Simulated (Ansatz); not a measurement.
# How strongly the parts of Zr2CO2 MXene, 4 layers (80 atoms) bind: runs compared

How much energy holds the two parts of Zr2CO2 MXene, 4 layers (80 atoms) together, and how does it fall off with distance?

Computed with Ansatz 0.2.0: Kohn-Sham DFT, PBE+D3(BJ), PAW (set soft_2), plane waves.

**1. The cell as built**

The cell holds 80 atoms: 16 C, 32 Zr and 32 O. Its edges and angles: a = 6.752 Å, b = 6.752 Å, c = 40.780 Å, α = 90.0°, β = 90.0°, γ = 120.0°. It derives from Zr2CO2 (Zr2CO2 MXene). 4 layers of Zr2CO2 MXene (a = 3.31 Å), 2 x 2 cells, biaxial strain +2 %, every second layer slid by 0.833 of a1 + 2 a2; facing planes 2.84, 2.72, 2.82 Å apart; 14 Å of vacuum. Regions: layer 1, 20 atoms (4 C, 8 Zr and 8 O); layer 2, 20 atoms (4 C, 8 Zr and 8 O); layer 3, 20 atoms (4 C, 8 Zr and 8 O); layer 4, 20 atoms (4 C, 8 Zr and 8 O). Vacuum lies along c.

Limits known from the start: The cell is under 6 Å thick along two periodic directions, so every atom has periodic images of itself close by, which move with it and show among its neighbours and in g(r).

**2. The reference run**

The reference is a single point at the end of the relaxation.

The parts (lower: layer 1, layer 2 and layer 3 and upper: layer 4) keep their atoms where they stand in it, and shifted cells move the upper part rigidly.

Its input, with most atom lines left out:

```yaml
crystal:
  lattice:
    - [6.7524, 0.0, 0.0]
    - [-3.3762, 5.84775, 0.0]
    - [0.0, 0.0, 40.78]
  atoms:
    - { symbol: C, position: [0.95874, 0.91702, 0.27957] }
    - { symbol: Zr, position: [0.12548, 0.25047, 0.31346] }
    - { symbol: Zr, position: [0.2922, 0.08371, 0.24572] }
    - { symbol: O, position: [0.29205, 0.08371, 0.33366] }
    - { symbol: O, position: [0.1254, 0.25046, 0.22414] }
    - { symbol: C, position: [0.95879, 0.41713, 0.27958] }
    - { symbol: Zr, position: [0.12546, 0.75036, 0.31342] }
    [... atom lines 8 to 80 left out ...]
kpoints:
  mp_grid: { grid: [3, 3, 1] }
hamiltonian:
  xc: pbe
  dispersion: d3bj
scf:
  occupations: { method: fixed }
output:
  forces: true
  populations: intrinsic
  dos:
    method: { smearing: { sigma: 0.08 } }
    de: 0.1
    projected:
      site_lists:
        C: [C]
        O: [O]
        Zr: [Zr]
        layer_1: [0, 1, 2, 3, 4, 5, 6, 7, 8, 9, 10, 11, 12, 13, 14, 15, 16, 17, 18, 19]
        layer_2: [20, 21, 22, 23, 24, 25, 26, 27, 28, 29, 30, 31, 32, 33, 34, 35, 36, 37, 38, 39]
        layer_3: [40, 41, 42, 43, 44, 45, 46, 47, 48, 49, 50, 51, 52, 53, 54, 55, 56, 57, 58, 59]
        layer_4: [60, 61, 62, 63, 64, 65, 66, 67, 68, 69, 70, 71, 72, 73, 74, 75, 76, 77, 78, 79]
  eigenvalues: true
  write_density: true
  write_potential: true
  volumetric_format: npy
```

```
free energy per atom   : -1952.2206 eV/atom
r.m.s. force component : 0.01177 eV/Å
```

Filled and empty levels are parted by 0.754 eV on the run's k-points; the mesh holds the band edges only if they fold onto it, so the gap at this level can be narrower or closed, while semilocal functionals tend to narrow gaps against experiment.

**3. The runs**

Each row is one run, on 4 threads of Arm Neoverse V1, shared host. The free energy is the program's total, comparable only between runs with the same functional, potentials and atoms, or as a whole against its parts.

```
                                 run  atoms    outcome  ionic steps, all passes  free energy (eV)     time  host memory (GiB)
           Single point at the start     80  converged                        -       -156171.357  3.2 min                9.7
                          Relaxation     80  converged                       16       -156177.646   44 min                9.7
Single point at the relaxed geometry     80  converged                        -       -156177.646  5.8 min                 10
                The lower part alone     60  converged                        -       -117132.389  3.1 min                8.3
                The upper part alone     20  converged                        -        -39042.143     40 s                3.3
          Upper part moved by +0.3 Å     80  converged                        -       -156177.271  3.7 min                 10
          Upper part moved by -0.3 Å     80  converged                        -       -156176.295  3.6 min                 10
          Upper part moved by +0.8 Å     80  converged                        -       -156176.499  3.6 min                 10
```

In some runs the program notes that the exchange-correlation potential is rough where the density is thin.

**4. Interaction energy**

Whole cell less its two parts, each frozen at the geometry of the whole and solved in the same cell with the same functional, so that energy zeros cancel. The upper part is 'layer 4' and the lower part 'layer 1, layer 2 and layer 3'. The nearest atoms of the two parts stand 2.41 Å apart. The face is 39.49 Å².

| functional | interaction energy (eV) | of it, the added dispersion term (eV) | per area (meV/Å²) | per area (J/m²) | per atom of the upper part (meV) |
| --- | --- | --- | --- | --- | --- |
| PBE+D3(BJ) | -3.113 | -2.311 | -78.8 | -1.26 | -155.7 |

**5. Energy against separation**

The upper part is moved rigidly along the normal from its place in the reference.

```
shift (Å)  energy change (eV)  per area (meV/Å²)  share of the binding lost (%)  gap (eV)
     -0.3               1.351              34.20                              -               0.787
     +0.0               0.000               0.00                              -               0.754
     +0.3               0.374               9.48                             12               0.741
     +0.8               1.147              29.05                             37               0.769
```

**6. Levels of whole and parts**

| cell | gap (eV) | vacuum level at the upper face, over the highest filled level, or over E_F where no gap is given (eV) | moment (μB) |
| --- | --- | --- | --- |
| whole | 0.754 | 5.24 | no spin |
| lower part | 0.794 | - | no spin |
| upper part | 1.17 | - | no spin |

A dash marks a cell without a clear gap, or without a flat potential in the vacuum.

**7. Findings**

The parts bind with 78.8 meV/Å² (3.11 eV for the cell) at the level PBE+D3(BJ), far more than van der Waals binding between intact sheets, and bonds of chemical length cross the interface. The added dispersion term contributes -2.311 eV, the functional itself -0.802 eV. The curvature over ±0.3 Å is 7.8×10²⁰ N/m³, and the energy rises faster on the near side. At +0.8 Å, 37 % of the binding is lost; the shift also narrows the vacuum to the periodic image. On the run's k-points the gap of the whole, 0.754 eV, lies 0.040 eV under the smaller of the parts'.

**Limits.** The parts are frozen, so the energy of their deformation isn't counted. No correction is made for dipoles across the vacuum, and the parts also feel their periodic images through it.

The DFT runs together took 68 min of wall time.

[Logs are printed without paths, hosts, clocks, repeated set-up lines and the standing remarks that a program may print on its own settings, such as how far it seeks lower states.]

[Hosts, paths, dates, database ids (printed as entryN), source tags and the programs' standing remarks are cut or masked in the printed files.]
